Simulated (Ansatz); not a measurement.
# MgSiS3 (model cell, started as cubic perovskite with Si in the octahedra): from the cell to its phonons, part 2 of 2

Aim: the vibrations of MgSiS3 (model cell, started as cubic perovskite with Si in the octahedra), their spectra, and whether the structure is stable.

Ansatz 0.2.0; DFT LDA, scalar-relativistic, plane waves, PAW; PAW set soft_1.

So far. Step 3 (Relaxing to small forces for the phonons): The forces vanish by symmetry and the pressure is 0.004 GPa, within the tolerances set. The cell now holds 17.85 Å³/atom. The relaxed cell has a = 4.469 Å (conventional setting).

The structure was built from a prototype and need not be the compound's stable phase.

### 4. Zone-centre response

The zone centre comes first: it holds the modes that light can see, as far as symmetry allows. No field response is asked, since the mesh shows no gap.

Input file input.yaml:

```yaml
crystal:
  lattice:
    - [4.4685187904, 0.0, 0.0]
    - [0.0, 4.4685187904, 0.0]
    - [0.0, 0.0, 4.4685187904]
  atoms:
    - { symbol: Mg, position: [0.0, 0.0, 0.0] }
    - { symbol: Si, position: [0.5, 0.5, 0.5] }
    - { symbol: S, position: [0.5, 0.5, 0.0] }
    - { symbol: S, position: [0.5, 0.0, 0.5] }
    - { symbol: S, position: [0.0, 0.5, 0.5] }
kpoints:
  mp_grid: { grid: [8, 8, 8] }
hamiltonian:
  xc: lda
  pseudopotentials: { kind: paw, azcp: { folder: soft_1 }, xc_functional: pbe }
scf:
  occupations: { method: methfessel_paxton, width: 0.2 }
output:
  eigenvalues: true
phonons:
  method: dfpt
```

Started as:

```bash
> ansatz run input.yaml --threads 4 --pin off --max-ram 16384MiB --backend cpu --events-out ev --progress --plain --runs-dir out
```

Numbers of over 12 decimals in the logs are rounded to 6 here.

Output:

```text
zone centre: on kpoints.mp_grid the ground state, and the responses unless they are solved on pairs of k-points, stand on 125 of the mesh's 512 k-points, reduced under 8 symmetry operations, with k and −k counted as one. Each operation leaves every solved displacement unchanged or reverses it
[...]
Crystal: 5 atoms, lattice volume = 89.226 Å³
Basis set: ecut = 420 eV, 1743 PW (Γ), exchange–correlation on 60×60×60 points (8 copies of the dense FFT grid, shifted against one another)
Bands: 21, of which v1, the nominal top of the filled ones, is band 16 counted from 1 (15 counted from 0)
Symmetry: 48 space group operations
k-points: 125 of 512 (irreducible under 8 space group operations)
[...]
SCF iter   1: F=—  HF=-5120.434134 eV  |F-HF|=—  |Δ(HF+E_count)|=         —  Δρ=3.31e-2  dr2=7.39e-1  ethr=3.10e-3  ⟨swp⟩=6.6  Hψ=15345  notcnv=0
[...]
SCF iter  10: F=-5120.259879 eV  HF=-5120.259879 eV  |F-HF|=9.09e-13  |Δ(HF+E_count)|=  3.64e-12  S|Δr|=    0.00e0  Δρ=9.15e-8  dr2=8.87e-12  ethr=1.00e-12  ⟨swp⟩=9.2  Hψ=15228  notcnv=0
SCF 1 converged in 10 iterations: F = -5120.259879 eV  dr2 = 8.87e-12
[...]
DFPT response loops at Γ: preconditioner auto → Kerker (q_TF=auto, 2.300 Å⁻¹) (partly filled bands, converged f_vac=0.000); β = 1.00, the filter's whole step (`scf.mixing.beta` (0.50) is not read by the response loops under this deck's `scf.mixing.preconditioner`; to damp them name `kerker` or `kerker_dos`, under which they read `scf.mixing.beta`, and type it under 1.00, their step now; both keys bind the ground state too); Broyden in place of MSR1
SCF converged after 10 iterations
[...]
Free energy (F): -5120.259879 eV
[...]
Internal energy: -5120.262792 eV  (E = F + TS)
E sigma→0 (E₀):  -5120.260607 eV
Entropy (-TS):   0.002912 eV (0.582 meV/atom)
Fermi energy:    7.276201 eV
[...]
--- Band table (eV; the first three rows and the last of 125) ---
  k-point 0: bands = [... 12 lower, 6.0030, 6.0030, 6.1034, 6.1034, 6.1034, 8.4819, 11.3011, 11.3011, ... 1 higher]
  k-point 1: bands = [... 12 lower, 5.7496, 5.7496, 5.8485, 6.0814, 6.0814, 9.0371, 11.3721, 11.7657, ... 1 higher]
  k-point 2: bands = [... 12 lower, 5.1452, 5.4216, 5.5164, 6.1221, 6.1221, 10.0278, 11.5644, 11.8511, ... 1 higher]
  k-point 124: bands = [... 12 lower, 5.2964, 6.6452, 7.8567, 7.8567, 7.8567, 9.8438, 9.8438, 9.8438, ... 1 higher]
--- Phonons (Γ-DFPT): 4 representative perturbations + reference, on 125 of 512 k-points (Σ response iterations 12) ---
  k mesh reduced under 8 symmetry operations, with k and −k counted as one. Each operation leaves every solved displacement unchanged or reverses it
  ASR residual: 3.779e-5 → 0.000e0 eV/Å²; symmetrization residual: 6.753e-6 eV/Å²
  ASR residual per site (eV/Å²): 3.78e-5 7.37e-6 1.41e-5 1.41e-5 1.41e-5
  Γ frequencies (cm⁻¹): -229.69 -229.69 -229.69 -179.10 -179.10 -179.10 -19.60 -19.60 -19.60 0.00 0.00 0.00 409.31 409.31 409.31
  non-analytic LO–TO correction: not included (Born effective charges unavailable; polar crystals: no LO–TO splitting at Γ)
```

Wall time 23 s (4 threads of Arm Neoverse V1, shared host); peak memory 0.86 GiB.

Reading the cycles: dr2 is the Hartree energy of the density residual (eV), the measure of convergence; HF is the Harris–Foulkes estimate of the energy, which meets the free energy F at convergence.

Numbers from this step:

```yaml
sum_rule_residual_before_enforcement: 3.78e-5 eV/Å²
point_group: m-3m
highest_optical_mode_at_the_zone_centre_no_lo_to_term: 409.3 cm⁻¹
lowest_optical_zone_centre_mode: -229.7 cm⁻¹
```

Patterns of degenerate modes are one choice out of their space. Modes at Γ, with each element's share of the kinetic energy (negative means imaginary):

| mode | frequency (cm⁻¹) | symmetry | Mg % | Si % | S % |
| --- | --- | --- | --- | --- | --- |
| 1 | -229.7 | T2u | 0 | 0 | 100 |
| 2 | -229.7 | T2u | 0 | 0 | 100 |
| 3 | -229.7 | T2u | 0 | 0 | 100 |
| 4 | -179.1 | T1u | 57 | 6 | 37 |
| 5 | -179.1 | T1u | 57 | 6 | 37 |
| 6 | -179.1 | T1u | 57 | 6 | 37 |
| 7 | -19.6 | T1u | 27 | 52 | 21 |
| 8 | -19.6 | T1u | 27 | 52 | 21 |
| 9 | -19.6 | T1u | 27 | 52 | 21 |
| 10 | 0.0 | acoustic | 16 | 19 | 65 |
| 11 | 0.0 | acoustic | 16 | 19 | 65 |
| 12 | 0.0 | acoustic | 16 | 19 | 65 |
| 13 | 409.3 | T1u | 0 | 23 | 77 |
| 14 | 409.3 | T1u | 0 | 23 | 77 |
| 15 | 409.3 | T1u | 0 | 23 | 77 |

Displacements in mode 2 (-229.7 cm⁻¹), the largest set to 1:
```
Mg1  0.00  0.00  0.00
Si2  0.00  0.00  0.00
S3  -0.09  0.32  0.00
S4   0.09  0.00 -1.00
S5   0.00 -0.32  1.00
```

Displacements in mode 7 (-19.6 cm⁻¹), the largest set to 1:
```
Mg1  0.15  0.58 -0.78
Si2 -0.20 -0.75  1.00
S3   0.06  0.25  0.38
S4   0.06 -0.28 -0.33
S5  -0.07  0.25 -0.33
```

Before it was imposed, the acoustic sum rule was missed by 3.8e-5 eV/Å². Small misses are needed for a sound result but don't prove that mesh and cutoff are converged. The lowest optical mode is imaginary, 229.7i cm⁻¹, so the energy falls along it.

### 5. The dispersion

Stability and thermal properties need the whole zone. Linear response on a 4×4×4 q mesh gives force constants as far as a supercell of that size would.

Edit input.yaml of step 4 so:

```diff
@@ -22 +22,8 @@
   method: dfpt
+  qmesh: [4, 4, 4]
+  temperatures: { t_max: 1000, t_step: 50 }
+  qpath:
+    path:
+      - [[0.0, 0.0, 0.0], [0.0, 0.5, 0.0], [0.5, 0.5, 0.0], [0.0, 0.0, 0.0], [0.5, 0.5, 0.5], [0.0, 0.5, 0.0]]
+      - [[0.5, 0.5, 0.5], [0.5, 0.5, 0.0]]
+    npoints: 10
```

Output:

```text
[...]
Crystal: 5 atoms, lattice volume = 89.226 Å³
Basis set: ecut = 420 eV, 1743 PW (Γ), exchange–correlation on 60×60×60 points (8 copies of the dense FFT grid, shifted against one another)
Bands: 21, of which v1, the nominal top of the filled ones, is band 16 counted from 1 (15 counted from 0)
Symmetry: 48 space group operations
k-points: 35 of 512
[...]
SCF iter   1: F=—  HF=-5120.434216 eV  |F-HF|=—  |Δ(HF+E_count)|=         —  Δρ=3.31e-2  dr2=7.39e-1  ethr=3.10e-3  ⟨swp⟩=6.6  Hψ=4283  notcnv=0
[...]
SCF iter  10: F=-5120.259879 eV  HF=-5120.259879 eV  |F-HF|=0.00e0  |Δ(HF+E_count)|=  1.82e-12  S|Δr|=    0.00e0  Δρ=9.18e-8  dr2=8.74e-12  ethr=1.00e-12  ⟨swp⟩=8.7  Hψ=4236  notcnv=0
SCF 1 converged in 10 iterations: F = -5120.259879 eV  dr2 = 8.74e-12
[...]
SCF iter   8: F=-5120.259879 eV  HF=-5120.259879 eV  |F-HF|=7.28e-12  |Δ(HF+E_count)|=  5.46e-12  S|Δr|=    0.00e0  Δρ=9.60e-8  dr2=9.86e-12  ethr=1.00e-12  ⟨swp⟩=1.0  Hψ=1612  notcnv=0
SCF 2 converged in 8 iterations: F = -5120.259879 eV  dr2 = 9.86e-12
phonons: the bands overlap, so this run is a metal and interpolates without the dipole-dipole term. If the crystal is really an insulator or semiconductor, its LO-TO splitting is missing
NSCF: frozen V_eff on 35 k-points
[...]
DFPT response loops at q = (0, 0, 0) (fractional): preconditioner auto → Kerker (q_TF=auto, 2.300 Å⁻¹) (partly filled bands, converged f_vac=0.000); β = 1.00, the filter's whole step (`scf.mixing.beta` (0.50) is not read by the response loops under this deck's `scf.mixing.preconditioner`; to damp them name `kerker` or `kerker_dos`, under which they read `scf.mixing.beta`, and type it under 1.00, their step now; both keys bind the ground state too); Broyden in place of MSR1
[...]
SCF converged after 10 iterations
[...]
Free energy (F): -5120.259879 eV
[...]
Internal energy: -5120.262792 eV  (E = F + TS)
E sigma→0 (E₀):  -5120.260607 eV
Entropy (-TS):   0.002912 eV (0.582 meV/atom)
Fermi energy:    7.276201 eV
[...]
--- Band table (eV; the first three rows and the last of 35) ---
  k-point 0: bands = [... 12 lower, 6.0030, 6.0030, 6.1034, 6.1034, 6.1034, 8.4819, 11.3011, 11.3011, ... 1 higher]
  k-point 1: bands = [... 12 lower, 5.7496, 5.7496, 5.8485, 6.0814, 6.0814, 9.0371, 11.3721, 11.7657, ... 1 higher]
  k-point 2: bands = [... 12 lower, 5.1452, 5.4216, 5.5164, 6.1221, 6.1221, 10.0278, 11.5644, 11.8511, ... 1 higher]
  k-point 34: bands = [... 12 lower, 5.2964, 6.6452, 7.8567, 7.8567, 7.8567, 9.8438, 9.8438, 9.8438, ... 1 higher]
--- Phonons (Γ-DFPT): 4 representative perturbations + reference (Σ response iterations 12) ---
  ASR residual: 4.317e-5 → 0.000e0 eV/Å²; symmetrization residual: 7.060e-6 eV/Å²
  ASR residual per site (eV/Å²): 4.32e-5 1.12e-5 1.25e-5 1.25e-5 1.25e-5
[...]
--- Phonons (arbitrary-q DFPT): 10 irreducible q on the 4×4×4 mesh ---
  q = [0.0000, 0.0000, 0.0000] (star 1, of the zone-centre solve; hermiticity 1.02e-6, symmetrization 4.99e-13): -229.69 -229.69 -229.69 -179.10 -179.10 -179.10 -19.60 -19.60 -19.60 0.00 0.00 0.00 409.31 409.31 409.31
  q = [0.0000, 0.0000, 0.2500] (star 6, 9 solved perturbations in 1560 linear systems a pass and spin channel, the states on 200 of 512 k-point pairs; hermiticity 8.04e-7, symmetrization 3.07e-13): -239.07 -176.43 -176.43 -167.86 -161.91 -161.91 -18.29 -14.13 -14.13 68.96 68.96 202.44 393.15 406.12 406.12
[...]
q = [0.0000, 0.2500, -0.5000] (star 12, 15 solved perturbations on 200 of 512 k-point pairs; hermiticity 6.49e-7, symmetrization 2.71e-14): -235.78 -202.96 -163.25 -156.38 -119.12 -81.78 -67.44 -54.10 64.60 117.00 233.21 339.56 346.65 401.58 404.80
[...]
sum rule: each row above includes the acoustic sum rule's correction from the zone centre's row sums; it moved no ω² by more than (0.70 cm⁻¹)²
  mesh force constants: q→R imaginary residual 4.51e-19; ASR residual 4.317e-5 → 0.000e0 eV/Å²; symmetrization residual 2.665e-14 eV/Å²
  interpolated dispersion: 62 rows × 15 modes
  density of states and harmonic sums: on the 16×16×16 q-mesh, interpolated from the force constants of a 4×4×4 supercell (no non-analytic term)
  largest difference from the sums on the solved wave vectors: F 6.78e-2 eV, S 8.79e-5 and C_V 2.02e-5 eV/K
  zero-point energy: 0.122477 eV/cell   skipped modes (ω ≤ 0): 1211, of them read as no rigid motion or as one in doubt: 1208 (7.250e0 modes/cell left out, lowest -264.10 cm⁻¹)   left out of the sums: 4.83e-1 of the cell's modes: C_V's classical limit lies that fraction below 3 k_B per atom; for a crystal, a wire or a layer, F and S can be off by more, and a phonons.interpolated_qmesh denser along its periods is the remedy for the sampling
```

Wall time 9.3 min (4 threads); peak memory 2.1 GiB; 37 min of CPU time.

This step gave:

* sum-rule residual before enforcement: 4.32e-5 eV/Å²
* lowest frequency on the path: -264.1 cm⁻¹
* highest frequency on the path or at a solved wavevector: 431.7 cm⁻¹
* lowest mode on the q mesh (acoustic modes at Γ apart): -264.1 cm⁻¹

Frequencies (cm⁻¹) solved at each irreducible wavevector; negative means imaginary. Frequencies by wavevector, by row:

| q in reciprocal lattice units | star | mode 1 | mode 2 | mode 3 | mode 4 | mode 13 | mode 14 | mode 15 |
| --- | --- | --- | --- | --- | --- | --- | --- | --- |
| 0 0 0 | 1 | -229.7 | -229.7 | -229.7 | -179.1 | 409.3 | 409.3 | 409.3 |
| 0 0 0.25 | 6 | -239.1 | -176.4 | -176.4 | -167.9 | 393.1 | 406.1 | 406.1 |
| 0 0 -0.5 | 3 | -264.1 | -171.7 | -171.7 | -151.3 | 365.3 | 405.7 | 405.7 |
| 0 0.25 0.25 | 12 | -211.5 | -190.4 | -168.4 | -161.6 | 372.5 | 402.5 | 409.6 |
| 0 0.25 -0.5 | 12 | -235.8 | -203 | -163.2 | -156.4 | 346.6 | 401.6 | 404.8 |
| 0 -0.5 -0.5 | 3 | -231.3 | -201.5 | -201.5 | -114.6 | 348.7 | 395.8 | 397.9 |
| 0.25 0.25 0.25 | 8 | -204.1 | -196.1 | -196.1 | -154.9 | 367.9 | 367.9 | 422.6 |
| 0.25 0.25 -0.5 | 12 | -227.2 | -221.9 | -188.7 | -162.4 | 351.4 | 368.6 | 427.6 |
| 0.25 -0.5 -0.5 | 6 | -233.9 | -221.1 | -221.1 | -154.2 | 360.1 | 360.1 | 427.4 |
| -0.5 -0.5 -0.5 | 1 | -237.6 | -237.6 | -237.6 | -159.5 | 369.5 | 369.5 | 426.6 |

Interpolated from a 4×4×4 q mesh. Phonon branches along the path, in cm⁻¹:

| point | branch 1 | branch 2 | branch 3 | branch 4 | branch 12 | branch 13 | branch 14 | branch 15 |
| --- | --- | --- | --- | --- | --- | --- | --- | --- |
| Γ | -230 | -230 | -230 | -179 | 0 | 409 | 409 | 409 |
| halfway | -239 | -176 | -176 | -168 | 202 | 393 | 406 | 406 |
| X | -264 | -172 | -172 | -151 | 325 | 365 | 406 | 406 |
| halfway | -236 | -203 | -163 | -156 | 340 | 347 | 402 | 405 |
| M | -231 | -202 | -202 | -115 | 349 | 349 | 396 | 398 |
| halfway | -212 | -190 | -168 | -162 | 222 | 372 | 402 | 410 |
| Γ | -230 | -230 | -230 | -179 | 0 | 409 | 409 | 409 |
| halfway | -204 | -196 | -196 | -155 | 242 | 368 | 368 | 423 |
| R | -238 | -238 | -238 | -160 | 370 | 370 | 370 | 427 |
| halfway | -227 | -222 | -189 | -162 | 339 | 351 | 369 | 428 |
| X | -264 | -172 | -172 | -151 | 325 | 365 | 406 | 406 |
| jump to R | -238 | -238 | -238 | -160 | 370 | 370 | 370 | 427 |
| halfway | -234 | -221 | -221 | -154 | 350 | 360 | 360 | 427 |
| M | -231 | -202 | -202 | -115 | 349 | 349 | 396 | 398 |

Tetrahedra on a 16×16×16 mesh, mean over bins of 10 cm-1. Interpolated from a 4×4×4 q mesh. The phonon density of states by wavenumber; read off at these points:

wavenumber (cm⁻¹), phonon density of states (1/cm⁻¹/cell) and a bar:
```
     -265     0.0003 
     -245     0.0061 ##
     -225     0.0469 #################
     -205     0.0446 ################
     -185     0.0314 ###########
     -175     0.0456 #################
     -155     0.0818 ##############################
     -135     0.0397 ###############
     -115     0.0175 ######
      -95     0.0162 ######
      -75     0.0002 
      -55     0.0236 #########
      -35     0.0215 ########
      -15     0.0151 #####
       -5     0.0087 ###
       15     0.0117 ####
       35     0.0106 ####
       55     0.0135 #####
       75     0.0176 ######
       95     0.0239 #########
      115     0.0267 ##########
      135     0.0211 ########
      155     0.0093 ###
      175     0.0089 ###
      185     0.0087 ###
      205     0.0084 ###
      225     0.0090 ###
      245     0.0092 ###
      265     0.0099 ####
      285     0.0114 ####
      305     0.0146 #####
      325     0.0171 ######
      345     0.0168 ######
      355     0.0499 ##################
      375     0.0247 #########
      395     0.0322 ############
      405     0.0463 #################
      415     0.0426 ################
      435     0.0063 ##
```

The partial phonon density of states has structure finer than the step of the table below, so its rows give means over 25 cm⁻¹, whole bins alone (the curve runs from -273 to 455 cm⁻¹). Peaks (cm⁻¹: height): Mg -158.7: 0.0364, -99.2: 0.0144, -48.8: 0.0123; S -227.4: 0.0501, -158.7: 0.0337, -58.0: 0.0119, 111.5: 0.0165, 409.1: 0.0377; Si 120.6: 0.00864, 221.4: 0.00905, 271.8: 0.0103, 308.4: 0.0108, 354.2: 0.0251, 409.1: 0.0101.

Phonopy on the run's constants, 13x13x13 mesh, Gaussian sigma 5.2 cm-1. Interpolated from a 4×4×4 q mesh. Table of partial phonon density of states by wavenumber; means over each step; values in 1/cm⁻¹/cell:

| wavenumber (cm⁻¹) | Mg | S | Si |
| --- | --- | --- | --- |
| -250 | 1.4e-5 | 0.00772 | 7.2e-7 |
| -225 | 6.5e-4 | 0.0405 | 6.0e-5 |
| -200 | 0.00651 | 0.0329 | 4.4e-4 |
| -175 | 0.0171 | 0.0264 | 8.3e-4 |
| -150 | 0.0257 | 0.0303 | 7.0e-4 |
| -125 | 0.0111 | 0.0198 | 5.2e-4 |
| -100 | 0.0118 | 0.00413 | 1.1e-4 |
| -75 | 0.00365 | 0.00405 | 1.8e-4 |
| -50 | 0.0111 | 0.0110 | 6.3e-4 |
| -25 | 0.00785 | 0.00756 | 7.5e-4 |
| 0 | 0.00263 | 0.00338 | 4.6e-4 |
| 25 | 0.00493 | 0.00642 | 3.8e-4 |
| 50 | 0.00468 | 0.00805 | 7.2e-4 |
| 75 | 0.00439 | 0.0116 | 0.00283 |
| 100 | 0.00369 | 0.0149 | 0.00602 |
| 125 | 0.00261 | 0.0130 | 0.00828 |
| 150 | 6.3e-4 | 0.00472 | 0.00703 |
| 175 | 1.4e-4 | 0.00232 | 0.00653 |
| 200 | 8.3e-5 | 0.00206 | 0.00541 |
| 225 | 1.4e-4 | 0.00279 | 0.00740 |
| 250 | 6.2e-5 | 0.00211 | 0.00532 |
| 275 | 1.3e-4 | 0.00381 | 0.00803 |
| 300 | 9.2e-5 | 0.00565 | 0.00779 |
| 325 | 8.9e-5 | 0.00882 | 0.00896 |
| 350 | 1.3e-4 | 0.0148 | 0.0183 |
| 375 | 1.6e-5 | 0.0197 | 0.00918 |
| 400 | 0 | 0.0297 | 0.00822 |
| 425 | 0 | 0.0210 | 0.00478 |

Symmetry leaves 10 wavevectors to solve. The lowest mode among them, the acoustic zeros apart, lies at q = (0, 0, -0.5) and is imaginary, 264.1i cm⁻¹, so the energy falls along it.

### 6. What came out

```yaml
space_group_after_relaxation_within_0p01_a: Pm-3m
volume_per_atom: 17.8 Å³
electronic_character: no gap on this mesh
highest_optical_mode_at_the_zone_centre_no_lo_to_term: 409 cm⁻¹
lowest_optical_zone_centre_mode: -230 cm⁻¹
lowest_mode_on_the_q_mesh_acoustic_modes_at_gamma_apart: -264 cm⁻¹
highest_frequency_on_the_path_or_at_a_solved_wavevector: 432 cm⁻¹
imaginary_modes_on_the_4x4x4_q_mesh: yes
```

In words: Modes are clearly imaginary (beyond 10i cm⁻¹) at 10 of the 10 irreducible wavevectors, most at q = (0, 0, -0.5) (264.1i cm⁻¹), so this structure is not a minimum of the energy. The optical modes at Γ span -230 to 409 cm⁻¹ (negative means imaginary). The highest mode in this list at Γ, 409.3 cm⁻¹, is mostly motion of S (77 % of the kinetic energy). With no gap, or one that is small against the smearing, the frequencies hang on the k mesh and the smearing, most of all near Kohn anomalies. The PAW files were made for PBE and serve the other functionals too. A phonon run warned that its eigensolver left some bands unconverged in a pass. The starting cell was built on a prototype and not taken from a measurement, so the phase need not exist. These are harmonic frequencies at zero temperature: anharmonic shifts, linewidths and thermal expansion are left out.

[Logs are printed without paths, hosts, clocks, repeated set-up lines and the standing remarks that a program may print on its own settings, such as how far it seeks lower states.]

[Hosts, paths, dates, database ids (printed as entryN), source tags and the programs' standing remarks are cut or masked in the printed files.]
